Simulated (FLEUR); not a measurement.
# Collinear magnetic orders of AlNi3 with FLEUR, part 4 of 4

Aim: find out whether AlNi3 carries moments, and which collinear order costs least.

FLEUR MaX-R8.1; PBE; all-electron FLAPW, Dirac cores, scalar-relativistic bands.

So far, largest spin moment in the muffin-tin sphere (μB): step 2 (run 1 (ferro +++)) 0.253; step 7 (start moments [0.0, 1.0, 1.0, -1.0] μB) 0.253.

### 9. Spin–orbit coupling, moments along [001]

Level of this step: PBE; all-electron FLAPW, Dirac cores, scalar-relativistic bands with spin-orbit coupling (FLEUR).

Spin–orbit coupling ties the spins to the lattice and lets orbital moments form.

A new self-consistent run of the start ferri ++-, with the moments along z.

inp.xml

```
<?xml version="1.0" encoding="UTF-8" standalone="no"?>
<fleurInput fleurInputVersion="0.39">
   <comment>
      AlNi3
   </comment>
   <calculationSetup>
      <cutoffs Kmax="4.14" Gmax="12.4" GmaxXC="12.4" numbands="137"/>
      <scfLoop itmax="90" minDistance="0.00002" maxIterBroyd="15" imix="Anderson" alpha="0.05" precondParam="0.0" spinf="2.0" sdNocoIR="T"/>
      <coreElectrons ctail="T" frcor="F" kcrel="0" coretail_lmax="0"/>
      <xcFunctional name="pbe" relativisticCorrections="F"/>
      <magnetism jspins="2"/>
      <soc l_soc="T" theta="0.0" phi="0.0" spav="F"/>
      <expertModes spex="0" secvar="F"/>
      <geometryOptimization l_f="F" forcealpha="1.0" forcemix="BFGS" epsdisp="0.00001" epsforce="0.00001"/>
      <ldaU l_linMix="F" mixParam="0.05" spinf="1.0"/>
   </calculationSetup>
   <cell>
      <bzIntegration valenceElectrons="57.0" mode="hist" fermiSmearingEnergy="0.00183747">
         <kPointListSelection listName="default-1"/>
         <xi:include xmlns:xi="http://www.w3.org/2001/XInclude" href="kpts.xml"> </xi:include>
      </bzIntegration>
      <xi:include xmlns:xi="http://www.w3.org/2001/XInclude" href="sym.xml"> </xi:include>
      <bulkLattice scale="1.0">
         <bravaisMatrix>
            <row-1>    6.6576085554405022     0.0000000000000000     0.0000000000000000</row-1>
            <row-2>    0.0000000000000000     6.6576085554405022     0.0000000000000000</row-2>
            <row-3>    0.0000000000000000     0.0000000000000000     6.6576085554405022</row-3>
         </bravaisMatrix>
      </bulkLattice>
   </cell>
   <atomSpecies>
      <species name="Aluminum (Al)" element="Al" atomicNumber="13">
         <mtSphere radius="1.81" gridPoints="599" logIncrement="0.019"/>
         <atomicCutoffs lmax="8" lnonsphr="6"/>
         <electronConfig flipSpins="F">
            <coreConfig>(1s1/2) (2s1/2) (2p1/2) (2p3/2)</coreConfig>
            <valenceConfig>(3s1/2) (3p1/2) (3p3/2)</valenceConfig>
            <stateOccupation state="(3p1/2)" spinUp="0.166667" spinDown="0.166667"/>
            <stateOccupation state="(3p3/2)" spinUp="0.333333" spinDown="0.333333"/>
         </electronConfig>
         <energyParameters s="3" p="3" d="3" f="4"/>
      </species>
      <species name="Nickel (Ni1.001" element="Ni" atomicNumber="28">
         <mtSphere radius="2.29" gridPoints="757" logIncrement="0.016"/>
         <atomicCutoffs lmax="8" lnonsphr="6"/>
         <electronConfig flipSpins="F">
            <coreConfig>(1s1/2) (2s1/2) (2p1/2) (2p3/2)</coreConfig>
            <valenceConfig>(3s1/2) (3p1/2) (3p3/2) (4s1/2) (3d3/2) (3d5/2)</valenceConfig>
            <stateOccupation state="(3d3/2)" spinUp="1.6" spinDown="1.6"/>
            <stateOccupation state="(3d5/2)" spinUp="2.9005" spinDown="1.8995"/>
         </electronConfig>
         <energyParameters s="4" p="4" d="3" f="4"/>
         <lo type="SCLO" l="0" n="3" eDeriv="0"/>
         <lo type="SCLO" l="1" n="3" eDeriv="0"/>
      </species>
      <species name="Nickel (Ni-1.001" element="Ni" atomicNumber="28">
         <mtSphere radius="2.29" gridPoints="757" logIncrement="0.016"/>
         <atomicCutoffs lmax="8" lnonsphr="6"/>
         <electronConfig flipSpins="F">
            <coreConfig>(1s1/2) (2s1/2) (2p1/2) (2p3/2)</coreConfig>
            <valenceConfig>(3s1/2) (3p1/2) (3p3/2) (4s1/2) (3d3/2) (3d5/2)</valenceConfig>
            <stateOccupation state="(3d3/2)" spinUp="1.6" spinDown="1.6"/>
            <stateOccupation state="(3d5/2)" spinUp="1.8995" spinDown="2.9005"/>
         </electronConfig>
         <energyParameters s="4" p="4" d="3" f="4"/>
         <lo type="SCLO" l="0" n="3" eDeriv="0"/>
         <lo type="SCLO" l="1" n="3" eDeriv="0"/>
      </species>
   </atomSpecies>
   <atomGroups>
      <atomGroup species="Aluminum (Al)">
         <relPos label="                   1">.0000000000 .0000000000 .0000000000</relPos>
         <force calculate="T" relaxXYZ="TTT"/>
      </atomGroup>
      <atomGroup species="Nickel (Ni1.001">
         <relPos label="                   2">.0000000000 1.000/2.000 1.000/2.000</relPos>
         <relPos label="                   3">1.000/2.000 .0000000000 1.000/2.000</relPos>
         <force calculate="T" relaxXYZ="TTT"/>
      </atomGroup>
      <atomGroup species="Nickel (Ni-1.001">
         <relPos label="                   4">1.000/2.000 1.000/2.000 .0000000000</relPos>
         <force calculate="T" relaxXYZ="TTT"/>
      </atomGroup>
   </atomGroups>
   <output dos="F" band="F" slice="F">
      <bandDOS minEnergy="-.5*Htr" maxEnergy="0.5*Htr" sigma="0.015" storeEVData="T"/>
      <plotting iplot="0" polar="F">
         <plot TwoD="T" vec1="  1.0  0.0  0.0" vec2="  0.0  1.0  0.0" vec3="  0.0  0.0  1.0" zero="  0.0  0.0  0.0" file="plot"/>
      </plotting>
      <moessbauerParams electricFieldGradient="F" isomerShift="F" coreHyperfine="F" valenceHyperfine="F"/>
   </output>
</fleurInput>
```

crystal.txt

```
AlNi3
&input film=F cartesian=F /
3.52305472670  0.00000000000  0.00000000000
0.00000000000  3.52305472670  0.00000000000
0.00000000000  0.00000000000  3.52305472670
1.8897261246
1.0 1.0 1.0

4
13 0.00000000000  0.00000000000  0.00000000000
28 0.00000000000  0.50000000000  0.50000000000 : 1.001
28 0.50000000000  0.00000000000  0.50000000000 : 1.001
28 0.50000000000  0.50000000000  0.00000000000 : -1.001

&soc 0.0000000 0.0000000 /
&kpt div1=10 div2=10 div3=10 gamma=T /
```

On the command line:

```
> OMP_NUM_THREADS=1 inpgen -f crystal.txt > inpgen.log  # inp.xml is then edited as shown
> OMP_NUM_THREADS=1 mpirun -n 4 fleur_MPI > fleur.log
```

Log:

```text
[banner, memory and clock lines left out]
Welcome to FLEUR        (www.flapw.de)
      MaX-Release 8.1          (www.max-centre.eu)

 ========== k-point set info ==========
 Selected k-point list: default-1
 k-point list type: mesh
 0 x 0 x 0
 Number of k points: 164

 [... set-up left out ...]
 Iteration:     1   Distance:      22.82820178 me/bohr^3
 Iteration:     2   Distance:      21.69767101 me/bohr^3
 Iteration:     3   Distance:      18.26196280 me/bohr^3
 Iteration:     4   Distance:      12.70114052 me/bohr^3
 Iteration:     5   Distance:       4.89741015 me/bohr^3
 Iteration:     6   Distance:       5.64790747 me/bohr^3
 Iteration:     7   Distance:       2.59534950 me/bohr^3
 Iteration:     8   Distance:       2.53477183 me/bohr^3
 Iteration:     9   Distance:       1.17719941 me/bohr^3
 Iteration:    10   Distance:       0.95901050 me/bohr^3
[... 13 iterations left out ...]
 Iteration:    24   Distance:       0.00126173 me/bohr^3
 Iteration:    25   Distance:       0.00125140 me/bohr^3
 Iteration:    26   Distance:       0.00114903 me/bohr^3
 Iteration:    27   Distance:       0.00024367 me/bohr^3
 Iteration:    28   Distance:       0.00010823 me/bohr^3
 Iteration:    29   Distance:       0.00005001 me/bohr^3
 Iteration:    30   Distance:       0.00004845 me/bohr^3
 Iteration:    31   Distance:       0.00004573 me/bohr^3
 Iteration:    32   Distance:       0.00002937 me/bohr^3
 Iteration:    33   Distance:       0.00001679 me/bohr^3

 ********************************************************************
 Run finished successfully
 Stop message:
   all done
 ********************************************************************

--- out.xml (last complete iteration) ---
<iteration numberForCurrentRun="   33" overallNumber="   33">
         [... left out ...]
         <bandgap value="0.0000000000" units="eV"/>
         <sumValenceSingleParticleEnergies value="-46.9635526805" units="Htr"/>
         <FermiEnergy value="0.3626474876" units="Htr"/>
         [... left out ...]
         <magneticMomentsInMTSpheres units="muBohr">
            <globalMagMoment atomType="1" vec="0.00000   0.00000  -0.00779"/>
            <globalMagMoment atomType="2" vec="0.00000   0.00000   0.24810"/>
            <globalMagMoment atomType="3" vec="0.00000   0.00000   0.24837"/>
         </magneticMomentsInMTSpheres>
         <orbitalMomentsInMTSpheres units="muBohr">
            <globalMagMoment atomType="1" vec="0.00000   0.00000  -0.00003"/>
            <globalMagMoment atomType="2" vec="0.00000   0.00000   0.01496"/>
            <globalMagMoment atomType="3" vec="0.00000   0.00000   0.01529"/>
         </orbitalMomentsInMTSpheres>
         [... left out ...]
         <totalEnergy value="    -4805.3864643038" units="Htr">
            <sumOfEigenvalues value="    -2741.2421669968">
               <coreElectrons value="-2694.2786143163"/>
               <valenceElectrons value="-46.9635526805"/>
            </sumOfEigenvalues>
         [... left out ...]
            <freeEnergy value="-4805.3875058231"/>
            <extrapolationTo0K value="-4805.3869850635"/>
         </totalEnergy>
         <densityConvergence units="me/bohr^3">
            <chargeDensity spin="1" distance="0.0000087195"/>
            <chargeDensity spin="2" distance="0.0000117740"/>
            <overallChargeDensity distance="0.0000121467"/>
            <spinDensity distance="0.0000167860"/>
         </densityConvergence>
      </iteration>
```

It took 22 min on 4 MPI ranks of Intel Xeon Platinum 8259CL at 2.50GHz (Skylake/Cascade Lake), shared host; peak memory 0.87 GiB.

Spin moment in the muffin-tin sphere by atom:

```
atom  spin moment in the muffin-tin sphere (μB)
 Al1                                     -0.008
 Ni2                                      0.248
 Ni3                                      0.248
 Ni4                                      0.248
```

Read from the output:

| Item | Value |
| --- | --- |
| free energy | -130761.2555 eV |
| program's band gap on this mesh (in a metal only a level spacing) | 0 eV |
| magnetization | 0.6787 μB |
| final state | ferromagnetic |
| orbital moment along the spin | 0.01529 μB |

The typed pattern was not kept: a seeded moment turned or collapsed.

Orbital moment in the sphere, along the spin axis by atom:

```
atom  orbital moment in the sphere, along the spin axis (μB)
 Al1                                                  0.0000
 Ni2                                                  0.0150
 Ni3                                                  0.0150
 Ni4                                                  0.0153
```

### 10. Summary of results

```json
{"lowest state found": "ferromagnetic (typed ferri ++-)", "largest site spin moment": "0.253 μB", "next finished state": "non-magnetic, 3.20 meV a seeded atom higher", "orbital moment on the atom of largest spin, along its spin (spin–orbit run)": "0.0153 μB"}
```

In words: The lowest state found is ferromagnetic, reached from the start ferri ++-, with moments up to 0.253 μB. 3 starts gave no converged result and are missing from the ranking; a lower order may hide there. 2 starts left the typed pattern (a sign turned, or a seeded moment died or shrank under 0.15 μB), so such an energy belongs to the state reached, not the one typed. On the atom of largest spin the orbital moment is almost quenched. Only 6 starts were tried; other patterns of signs, canted and longer-period orders were not. Core electrons leak out of the spheres (0.029 e), which costs some accuracy.

[Logs and program files are shortened in this print: banners, set-up blocks, solver, clock and traceback lines can be left out without a mark of their own.]

[Logs are printed without paths, hosts, clocks, repeated set-up lines and the standing remarks that a program may print on its own settings, such as how far it seeks lower states.]

[Hosts, paths, dates, database ids (printed as entryN), source tags and the programs' standing remarks are cut or masked in the printed files.]

[Where a cell is said to come from a database of computed structures, the database is the Materials Project.]
